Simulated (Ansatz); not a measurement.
# AgCl (Fm-3m): how G0W0 depends on its starting point

How much of the starting functional survives in the G0W0 gap of AgCl (Fm-3m)?

Program: Ansatz 0.2.0. Level of theory: G0W0 on several functionals, plane waves, PAW. Results are calculated unless marked as measured.

In doubt: one-shot GW on d or f shells is unsure, so the values of those runs are not to be relied on; masses and optical values from hybrid runs of this build are listed as unsure (steps 3, 4), which bears on the screening that GW takes from such a start.

### 1. The structure

The structure is cubic, space group Fm-3m (No. 225). Conventional cell: a = 5.545 Å, b = 5.545 Å, c = 5.545 Å, α = 90.00°, β = 90.00°, γ = 90.00°. Ag has 6 Cl at 2.77 Å nearest. Nearest to Cl lie 6 Ag at 2.77 Å. Farther neighbours and most contacts between anions are not listed.

The cell and positions are those that the Materials Project relaxed with its own functionals (PBE, PBE+U or r2SCAN), kept fixed. The default PAW set here is soft_2. Its files were made with PBE.

### 2. G0W0 on PBE

Now the one-shot GW correction: screening in the RPA, then the self-energy of the levels asked for.

This step: G0W0 on PBE, plane waves, PAW.

Contents of input.yaml:

```yaml
crystal:
  lattice:
    - [0.0, 2.7726629968, 2.7726629968]
    - [2.7726629968, 0.0, 2.7726629968]
    - [2.7726629968, 2.7726629968, 0.0]
  atoms:
    - { symbol: Ag, position: [0.0, 0.0, 0.0] }
    - { symbol: Cl, position: [0.5, 0.5, 0.5] }
kpoints:
  mp_grid: { grid: [6, 6, 6] }
hamiltonian:
  xc: pbe
scf:
  occupations: { method: fixed }
gw:
  n_empty_bands: 127
  ecut_chi: 120
  qp_bands: [v2, c2]
  qp_kpoints: band_edges
  screening: { model: contour_deformation }
```

On the command line:

```
$ ansatz run input.yaml --threads 3 --pin off --max-ram 92160MiB --backend cuda --events-out ev --progress --plain --runs-dir out --devices 1 --max-vram 13GiB
```

Numbers of over 12 decimals in the logs are rounded to 6 here.

Output:

```text
GPUs: using 1 of 1 available (devices: 1).
Engine: ansatz 0.2.0, x86_64-unknown-linux-gnu
Pseudopotentials: kind: paw
Pseudopotential: Ag, paw, valence charge 19, recommended cutoff 420 eV (normal), Ag.paw.azcp
Pseudopotential: Cl, paw, valence charge 7, recommended cutoff 420 eV (normal), Cl.paw.azcp
Functional definition: PBE
  parameter kappa = 0.804
  parameter beta = 0.066725
  exchange = pbe_x(kappa = kappa, mu = beta*pi^2/3)
  correlation = pbe_c(beta = beta)
device memory: the entry about to start is reckoned to put 0.5 GiB on a device that reports 63.4 GiB free (of which the cap on the GPU budget leaves the run 13.0 GiB)
GPU FFT provider: cuFFT
GPU libraries: cuBLAS 13.8.2, cuFFT 12.4.0, cuSOLVER 12.3.4
Crystal: 2 atoms, lattice volume = 42.631 Å³
Basis set: ecut = 420 eV, 869 PW (Γ)
Bands: 17, of which v1, the nominal top of the filled ones, is band 13 counted from 1 (12 counted from 0)
Symmetry: 48 space group operations
Space group: Fm-3m (ITA 225), of the structure as read, at distance tolerance 3.5e-5 Å
k-points: 16 of 216
Non-local potential: Ag, projectors of the file, l = 0: 3, l = 1: 2, l = 2: 2, l = 3: 1
Non-local potential: Cl, projectors of the file, l = 0: 2, l = 1: 2, l = 2: 2
PAW form: soft (Blöchl's): semilocal exchange-correlation on the pseudo side does not see the compensation charge
PAW one-centre angular grid: Ag, 590 points (default); XC on 64 Gauss nodes
PAW one-centre angular grid: Cl, 110 points (default); XC on 64 Gauss nodes
Initial density: superposition of atomic densities (neutral atoms: chi_scale 0, normalization atom), corrected by the library's trained network
Initial wavefunctions: pseudopotential atomic-orbital guess
GPU buffer pool allocated for 19683 grid points (all kernels)
GPU transforms: local potential and band sums: pruned to the plane-wave sphere, on 25×27×27
Functional: x = pbe(κ = 0.804, μ = 0.219515), c = pbe(β = 0.066725)
SCF iter   1: F=—  HF=-8670.889781 eV  |F-HF|=—  |Δ(HF+E_count)|=         —  Δρ=5.66e-4  dr2=8.36e-5  ethr=1.77e-3  ⟨swp⟩=4.0  Hψ=1136  notcnv=0  defer=27
preconditioner: auto → none  [insulator: Δε(μ)=0.906 eV  Ē_g=10.938 eV  n_scr=14 (ndim 8)  ℏωp=24.1 eV  f_vac=0.036  ε∞_Penn≈5.9]
SCF iter   2: F=—  HF=-8670.890445 eV  |F-HF|=—  |Δ(HF+E_count)|=   6.64e-4  Δρ=2.27e-4  dr2=1.42e-5  ethr=3.22e-7  ⟨swp⟩=3.0  Hψ=719  notcnv=0  defer=30
SCF iter   3: F=—  HF=-8670.890455 eV  |F-HF|=—  |Δ(HF+E_count)|=   1.01e-5  Δρ=1.25e-4  dr2=2.49e-6  ethr=5.45e-8  ⟨swp⟩=2.0  Hψ=405  notcnv=0  defer=30
SCF iter   4: F=—  HF=-8670.890461 eV  |F-HF|=—  |Δ(HF+E_count)|=   6.39e-6  Δρ=4.56e-5  dr2=3.31e-7  ethr=9.57e-9  ⟨swp⟩=2.0  Hψ=389  notcnv=0  defer=30
iter 5 did not close the SCF: its close was put off for the readings that it lacked (scf_convergence_deferred on its scf_iter line)
SCF iter   5: F=-8670.890463 eV  HF=-8670.890463 eV  |F-HF|=6.45e-8  |Δ(HF+E_count)|=   1.22e-6  Δρ=9.49e-6  dr2=1.36e-8  ethr=1.27e-9  ⟨swp⟩=2.0  Hψ=416  notcnv=0  defer=30
SCF iter   6: F=-8670.890463 eV  HF=-8670.890463 eV  |F-HF|=9.72e-9  |Δ(HF+E_count)|=   7.46e-8  Δρ=6.54e-6  dr2=1.56e-8  ethr=5.24e-11  ⟨swp⟩=4.3  Hψ=1119  notcnv=0
SCF 1 converged in 6 iterations: F = -8670.890463 eV  dr2 = 1.56e-8
  greatest PAW one-centre occupation: 1.000 electrons in one spin orbital (limit 2), on the Ag atom at site 0 (counted from 0), in its partial waves of l = 0
device memory: the entry about to start is reckoned to put 0.6 GiB on a device that reports 76.0 GiB free (of which the cap on the GPU budget leaves the run 13.0 GiB)
NSCF: frozen V_eff on 16 k-points, pencils in batches of 32, up to order 68
the band table was solved once the SCF had ended and its energy, with any forces and stress, was formed, with the checks that follow a solve (1323 applications of the Hamiltonian). They found nothing against the state; the energy, forces and stress were not computed again (output.eigenvalues in the input reference)
device memory: the entry about to start is reckoned to put 2.1 GiB on a device that reports 76.0 GiB free (of which the cap on the GPU budget leaves the run 13.0 GiB)
NSCF: frozen V_eff on 16 k-points
G₀W₀ screening: q 1/16
[... further progress lines ...]
device memory: the entry about to start is reckoned to put 0.3 GiB on a device that reports 61.0 GiB free (of which the cap on the GPU budget leaves the run 13.0 GiB)
NSCF: frozen V_eff on 1 k-points
device memory: the entry about to start is reckoned to put 0.3 GiB on a device that reports 60.8 GiB free (of which the cap on the GPU budget leaves the run 13.0 GiB)
NSCF: frozen V_eff on 1 k-points
SCF converged after 6 iterations
Free energy (F): -8670.890463 eV
Harris-Foulkes:  -8670.890463 eV  (|F-HF|=9.72e-9)
Internal energy: -8670.890463 eV  (E = F + TS)
E sigma→0 (E₀):  -8670.890463 eV
Fermi energy:    8.112652 eV
--- Per-component energies (eV) ---
  E_band       = -358.257450
  E_kinetic    = 689.410365
  E_local      = -3209.794322  (includes V_loc(G=0)·N_el)
  E_nonlocal   = 112.623848
  E_hartree    = 1408.800597
  E_xc         = -290.095067
  E_vxc        = -354.328416  (∫ρ·V_xc dr)
  E_paw        = -4564.836049  (= ΣΔE_a)
  E_vpaw       = -413.778603  (= ΣTr[D̂ρ^β])
  E_aug_tail   = 0.000409  (compensation charges beyond the density's cutoff)
  E_ewald      = -2817.000242
  E_smearing   = -0.000000  (= −TS)
  E_closure    = 0.000000  (closes the sum)
  Σ components = -8670.890463   (vs F -8670.890463, Δ=0.00e0)
--- Band table (eV; the first three rows and the last of 16) ---
  k-point 0: bands = [... 9 lower, 5.7095, 5.7925, 5.7925, 5.7925, 9.0237, 18.8090, 18.8090, 18.8090]
  k-point 1: bands = [... 9 lower, 5.7595, 6.0033, 6.8147, 6.8147, 10.1610, 16.9456, 18.1410, 18.1410]
  k-point 2: bands = [... 9 lower, 5.9409, 6.2201, 7.7276, 7.7276, 11.8054, 15.1228, 16.4373, 16.4373]
  k-point 15: bands = [... 9 lower, 6.1474, 6.1550, 6.1789, 6.8048, 11.6791, 15.8847, 16.2725, 17.0214]
--- G₀W₀: contour deformation, 7 samples at zero and on the imaginary axis and 4 off it, 216 q-points, 127 empty bands' worth ---
  eigenvalues of the whole cell's RPA ε∞ on this k-mesh (on a slab, of 1 + 4πα/V) = 4.9602, 4.9602, 4.9602; static W/v taken at q = 0 is 0.201604
  bands read: the sum over 140 bands ends inside a degenerate multiplet in 2 slots, whose members it reads at an even weight; the widest, k=0: bands 140 to 142 (counted from 1) at 1/3 each
  gw.qp_kpoints: band_edges: 9 of 16 stored k-points solved, in 1 pass; an edge of the gap read off the rows below is read off those points alone
    valence top: of the k-points left out ik 11 came nearest to being solved in a further pass, in band 13 (counted from 1, as in the quasiparticle table): it holds the edge there only if its correction is more favourable than any solved in that band by at least 0.576 eV; those differ by 0.249 eV
    conduction bottom: of the k-points left out ik 4 came nearest to being solved in a further pass, in band 14 (counted from 1, as in the quasiparticle table): it holds the edge there only if its correction is more favourable than any solved in that band by at least 1.518 eV; those differ by 0.317 eV
    ik  band        ε_KS         Σx   Σc(E_QP)       V_xc       Z   E_QP_lin       E_QP  E_QP is
     0    12      5.7925   -20.9513     3.2436   -16.8671  0.7364     4.9363     4.9519  root
     0    13      5.7925   -20.9513     3.2436   -16.8671  0.7364     4.9363     4.9519  root
     0    14      9.0237    -8.2955    -3.8768   -12.4499  0.8120     9.3020     9.3013  root
     0    15     18.8090    -7.9503    -4.7770   -13.3447  0.7704    19.4339    19.4264  root
     1    12      6.8147   -28.3261     4.1432   -23.2552  0.7443     5.8667     5.8871  root
     1    13      6.8147   -28.3261     4.1432   -23.2552  0.7443     5.8667     5.8871  root
     1    14     10.1610    -9.3383    -3.8439   -13.5239  0.8026    10.5040    10.5028  root
     1    15     16.9456    -6.8441    -4.6661   -11.9394  0.7807    17.3779    17.3748  root
     2    12      7.7276   -29.6404     3.9831   -24.7778  0.7567     6.8337     6.8482  root
     2    13      7.7276   -29.6404     3.9831   -24.7778  0.7567     6.8337     6.8482  root
     2    14     11.8054    -8.3441    -4.1010   -12.8101  0.7985    12.1722    12.1704  root
     2    15     15.1228    -7.6790    -4.9400   -13.1218  0.7651    15.6293    15.6254  root
     3    12      8.1127   -30.3424     3.9452   -25.5425  0.7608     7.2454     7.2579  root
     3    13      8.1127   -30.3424     3.9452   -25.5425  0.7608     7.2454     7.2579  root
     3    14     12.3462    -5.7580    -3.9760    -9.9409  0.8149    12.5536    12.5531  root
     3    15     14.6545    -9.9854    -5.4990   -16.1599  0.7298    15.3422    15.3301  root
     6    12      7.5392   -30.4881     4.2027   -25.3570  0.7549     6.5934     6.6108  root
     6    13      7.6259   -30.0394     4.1039   -25.0309  0.7555     6.7054     6.7214  root
     6    14     12.8124    -8.0792    -4.4282   -12.9777  0.7903    13.2866    13.2827  root
     6    15     13.8717    -7.5020    -4.5004   -12.4529  0.7851    14.3260    14.3222  root
     7    12      7.0409   -30.3778     4.3720   -25.0449  0.7475     6.0589     6.0801  root
     7    13      8.0576   -30.3786     3.9752   -25.5400  0.7604     7.1813     7.1943  root
     7    14     12.9500    -8.5773    -4.2887   -13.2886  0.7875    13.3758    13.3727  root
     7    15     14.0283    -7.6103    -4.7656   -12.8965  0.7767    14.5544    14.5489  root
[...]
10    12      6.6294   -30.8261     4.6885   -25.1370  0.7388     5.6024     5.6289  root
    10    13      6.6517   -32.8360     5.0275   -26.7750  0.7369     5.5893     5.6182  root
    10    14     11.3005    -8.1743    -4.4033   -13.1016  0.8014    11.8280    11.8244  root
    10    15     15.6118    -7.8505    -4.3939   -12.6497  0.7850    16.0197    16.0171  root
    12    12      6.1547   -35.4778     5.6222   -28.7091  0.7335     4.9716     5.0083  root
    12    13      6.2396   -35.5673     5.7212   -28.7568  0.7245     5.1124     5.1503  root
    12    14     10.4893    -7.6519    -4.3429   -12.4782  0.8090    10.9752    10.9727  root
    12    15     16.0766    -9.0092    -3.9794   -13.4017  0.7979    16.4917    16.4897  root
```

Run time: 14 s. Hardware: 1 × NVIDIA H100 80GB HBM3 (shared by 6 runs) with 3 threads of AMD EPYC 7R13 (Zen 3), shared host; peak memory 1.1 GiB; 11 s of CPU time.

This step gave:

| Property | Result |
| --- | --- |
| bands summed | 140 |
| RPA ε∞ on this mesh (eigenvalues) | 4.960, 4.960, 4.960 |
| plane waves in the screening matrix | 137 |
| q-points in the mesh | 216 |
| G0W0 gap on the mesh | 2.043 eV |
| k of the valence top | 0, 0, -0.5 |
| k of the conduction bottom | 0, 0, 0 |
| starting gap on the mesh | 0.9111 eV |
| Z at the valence top | 0.7608 |
| Z at the conduction bottom | 0.8120 |
| least direct G0W0 gap on the computed points | 4.349 eV |

The gap on the mesh goes from 0.91 eV to 2.04 eV, a correction of +1.13 eV. Between the two edge states, bare exchange in place of the xc potential would open the gap by 8.95 eV, and correlation takes back 7.82 eV.

### 3. G0W0 on HSE06

One-shot GW remembers its start. Another functional's orbitals and levels show by how much.

This step: G0W0 on HSE06, plane waves, PAW.

input.yaml, as its differences from that of step 2:

```diff
@@ -11,3 +11,3 @@
 hamiltonian:
-  xc: pbe
+  xc: hse06
 scf:
```

Output:

```text
GPUs: using 1 of 1 available (devices: 1).
[...]
davidson cushion auto → on  (no smearing: the cushion is to keep the highest requested band from converging to the state above it; pin scf.eigensolver.cushion to override)
[...]
GPU FFT provider: cuFFT
GPU libraries: cuBLAS 13.8.2, cuFFT 12.4.0, cuSOLVER 12.3.4
Crystal: 2 atoms, lattice volume = 42.631 Å³
Basis set: ecut = 420 eV, 869 PW (Γ)
Bands: 17, of which v1, the nominal top of the filled ones, is band 13 counted from 1 (12 counted from 0)
[... 1 set-up line as in the run before ...]
[...]
k-points: 16 of 216
[...]
GPU buffer pool allocated for 19683 grid points (all kernels)
[...]
SCF iter   1: F=—  HF=-8670.889523 eV  |F-HF|=—  |Δ(HF+E_count)|=         —  Δρ=1.77e-3  dr2=1.02e-3  ethr=1.77e-3  ⟨swp⟩=7.4  Hψ=1214  notcnv=0
[...]
SCF iter   3: F=-8670.889390 eV  HF=-8670.889380 eV  |F-HF|=9.57e-6  |Δ(HF+E_count)|=   4.70e-5  Δρ=1.39e-4  dr2=3.01e-6  ethr=1.15e-8  ⟨swp⟩=2.4  Hψ=1360  notcnv=0
SCF 1 stopped early in 3 iterations: F = -8670.889390 eV  dr2 = 3.01e-6
[...]
GPU FFT provider: cuFFT
GPU libraries: cuBLAS 13.8.2, cuFFT 12.4.0, cuSOLVER 12.3.4
[...]
GPU buffer pool allocated for 19683 grid points (all kernels)
[...]
Free energy (F): -8675.058453 eV
Frozen-core exchange: fock
[...]
Internal energy: -8675.058453 eV  (E = F + TS)
E sigma→0 (E₀):  -8675.058453 eV
Fermi energy:    7.080083 eV
[...]
--- Band table (eV; the first three rows and the last of 16) ---
  k-point 0: bands = [... 9 lower, 4.2173, 4.8524, 4.8524, 4.8524, 9.4909, 19.4265]
  k-point 1: bands = [... 9 lower, 4.3040, 4.7559, 5.7275, 5.7275, 10.6191, 17.5011]
  k-point 2: bands = [... 9 lower, 4.4852, 4.9070, 6.6805, 6.6805, 12.2783, 15.8110]
  k-point 15: bands = [... 9 lower, 4.6756, 4.7011, 4.7832, 5.6356, 12.3080, 16.3434]
  guard bands above this table: 2 of the run's 17 bands. The solve was not asked for them (output.publish_guard_bands: true or output.eigenvalues: true publishes all)
[...]
0    12      4.8524   -20.9930     2.8085   -17.7938  0.7832     4.4597     4.4618  root
     0    13      4.8524   -20.9930     2.8085   -17.7938  0.7832     4.4597     4.4618  root
     0    14      9.4909    -7.8127    -3.8034   -11.7863  0.8432     9.6613     9.6611  root
     0    15     19.4265    -7.5978    -4.3350   -12.3549  0.8137    19.8507    19.8487  root
     1    12      5.7275   -26.8394     3.3729   -23.1541  0.7901     5.4139     5.4151  root
     1    13      5.7275   -26.8394     3.3729   -23.1541  0.7901     5.4139     5.4151  root
     1    14     10.6191    -8.5856    -3.7964   -12.6140  0.8363    10.8514    10.8510  root
     1    15     17.5011    -6.4583    -4.2605   -10.9831  0.8195    17.7661    17.7654  root
[...]
12    12      4.7009   -35.5898     4.8251   -30.4732  0.7815     4.4083     4.4094  root
    12    13      4.7717   -35.7956     4.9288   -30.6235  0.7756     4.5276     4.5284  root
    12    14     11.1017    -7.2946    -4.1426   -11.7393  0.8408    11.4045    11.4038  root
    12    15     16.4506    -8.3589    -3.7099   -12.4135  0.8326    16.7966    16.7954  root
```

Wall time 45 s (1 × NVIDIA H100 80GB HBM3 (shared by 6 runs) with 3 threads); peak memory 1.4 GiB.

Numbers from this step:

```
bands summed                                 : 140
RPA ε∞ on this mesh (eigenvalues)            : 3.726, 3.726, 3.726
plane waves in the screening matrix          : 137
q-points in the mesh                         : 216
G0W0 gap on the mesh                         : 2.810 eV
k of the valence top                         : 0, 0, -0.5
k of the conduction bottom                   : 0, 0, 0
starting gap on the mesh                     : 2.411 eV
Z at the valence top                         : 0.8007
Z at the conduction bottom                   : 0.8432
least direct G0W0 gap on the computed points : 5.199 eV
```

Against the run with 6×6×6 mesh, 127 empty bands, screening to 120 eV on PBE, the gap moves by +0.77 eV, while the start moved by +1.50 eV.

### 4. G0W0 on PBE0

This step: G0W0 on PBE0, plane waves, PAW.

input.yaml, as its differences from that of step 3:

```diff
@@ -11,3 +11,3 @@
 hamiltonian:
-  xc: hse06
+  xc: pbe0
 scf:
```

Output:

```text
GPUs: using 1 of 1 available (devices: 1).
[...]
GPU FFT provider: cuFFT
GPU libraries: cuBLAS 13.8.2, cuFFT 12.4.0, cuSOLVER 12.3.4
Crystal: 2 atoms, lattice volume = 42.631 Å³
Basis set: ecut = 420 eV, 869 PW (Γ)
Bands: 17, of which v1, the nominal top of the filled ones, is band 13 counted from 1 (12 counted from 0)
[... 1 set-up line as in the run before ...]
[...]
k-points: 16 of 216
[...]
1    14     10.9458    -8.5587    -3.7138   -12.2660  0.8463    10.9393    10.9393  root
     1    15     17.8593    -6.4448    -4.1247   -10.6049  0.8312    17.8947    17.8947  root
[...]
12    12      4.2857   -35.5775     4.6491   -30.8605  0.7954     4.2178     4.2178  root
    12    13      4.3537   -35.7933     4.7523   -31.0187  0.7905     4.3313     4.3313  root
    12    14     11.4517    -7.2828    -4.0482   -11.3799  0.8504    11.5006    11.5006  root
    12    15     16.8006    -8.3550    -3.5941   -12.0527  0.8439    16.9043    16.9042  root
[key lines of the parts left out:]
Free energy (F): -8674.665824 eV
Fermi energy:    6.693608 eV
```

The job ended after 28 s (1 × NVIDIA H100 80GB HBM3 (shared by 6 runs) with 3 threads; peak memory 1.3 GiB).

Numbers from this step:

- bands summed: 140
- RPA ε∞ on this mesh (eigenvalues): 3.503, 3.503, 3.503
- plane waves in the screening matrix: 137
- G0W0 gap on the mesh: 3.032 eV
- k of the valence top: 0, 0, -0.5
- k of the conduction bottom: 0, 0, 0
- starting gap on the mesh: 3.106 eV
- least direct G0W0 gap on the computed points: 5.425 eV

Against the run with 6×6×6 mesh, 127 empty bands, screening to 120 eV on HSE06, the gap moves by +0.22 eV, while the start moved by +0.69 eV.

### 5. Side by side

All on the 6×6×6 mesh with 127 empty bands and screening to 120 eV. Times are wall times on 1 × NVIDIA H100 80GB HBM3 (shared by 6 runs) with 3 threads of AMD EPYC 7R13 (Zen 3), shared host, good to a factor of about two.

```tsv
start	starting gap (eV)	shift (eV)	G0W0 gap (eV)	RPA ε∞ (harmonic mean)	Z (valence, conduction)	time
PBE	0.91	+1.13	2.04	4.96	0.76, 0.81	14 s
HSE06	2.41	+0.40	2.81	3.73	0.80, 0.84	45 s
PBE0	3.11	−0.07	3.03	3.50	0.81, 0.85	28 s
```

The parts of the quasiparticle energy at the two band edges (eV; QP = start + Σx + Σc − Vxc):

```tsv
run	edge	start	Σx	Σc	Vxc	Z	QP
PBE	valence top	8.11	-30.34	3.95	-25.54	0.76	7.26
PBE	conduction bottom	9.02	-8.30	-3.88	-12.45	0.81	9.30
HSE06	valence top	7.08	-29.53	3.36	-25.95	0.80	6.85
HSE06	conduction bottom	9.49	-7.81	-3.80	-11.79	0.84	9.66
PBE0	valence top	6.69	-29.51	3.23	-26.29	0.81	6.71
PBE0	conduction bottom	9.80	-7.81	-3.72	-11.47	0.85	9.75
```

For a hybrid start, Vxc holds its share of exact exchange.

### 6. Summary of results

```yaml
g0w0_pbe: 2.04 eV (start 0.91 eV)
g0w0_hse06: 2.81 eV (start 2.41 eV)
g0w0_pbe0: 3.03 eV (start 3.11 eV)
known_limits: not at the basis limit; d shell near the gap, gap tends to lie low; no spin-orbit coupling; coarse k mesh
```

What this shows: The starting gaps span 2.19 eV and the G0W0 gaps 0.99 eV. Between PBE and PBE0, 0.99 eV of the 2.19 eV survives, 45 %. PBE0 screens less than PBE (ε∞ 3.50 against 4.96). Of the 0.99 eV by which its G0W0 gap is higher, the correlation part gives +0.86 eV, and exchange with the one-particle terms, which follow the orbitals, +0.12 eV. On PBE0 the correction is negative: that start lies above its own G0W0 value. The smallest correction, −0.07 eV, is on PBE0, the start nearest to reproducing itself. Bands and cutoff are finite, so the gap is not at the basis limit. The miss can reach some tenths of an eV and take either sign; the mesh is an error of its own. The 6×6×6 mesh is coarse for this cell (its supercell is 24 Å along the shortest edge). The RPA ε∞ on it, from the PBE start, is 4.96; such meshes misread the long-range screening, most where the gap is narrow. A d shell, filled or nearly so, lies near the gap. One-shot GW converges very slowly in bands there, not always from below, and on a semilocal start the gap tends to come out low; starts rich in exact exchange can overshoot instead. The many-body steps are scalar-relativistic: spin-orbit coupling is not in them.

[Paths, hosts, dates, memory and timing lines, banners, echoed tables and standing remarks are left out of the program output.]

[Logs are printed without paths, hosts, clocks, repeated set-up lines and the standing remarks that a program may print on its own settings, such as how far it seeks lower states.]

[Runs of the session that timed out or met a known fault of the program may be left out.]

[Cells called generated may have been cut or substituted from an entry of the Crystallography Open Database or the Materials Project.]

[Hosts, paths, dates, database ids (printed as entryN), source tags and the programs' standing remarks are cut or masked in the printed files.]
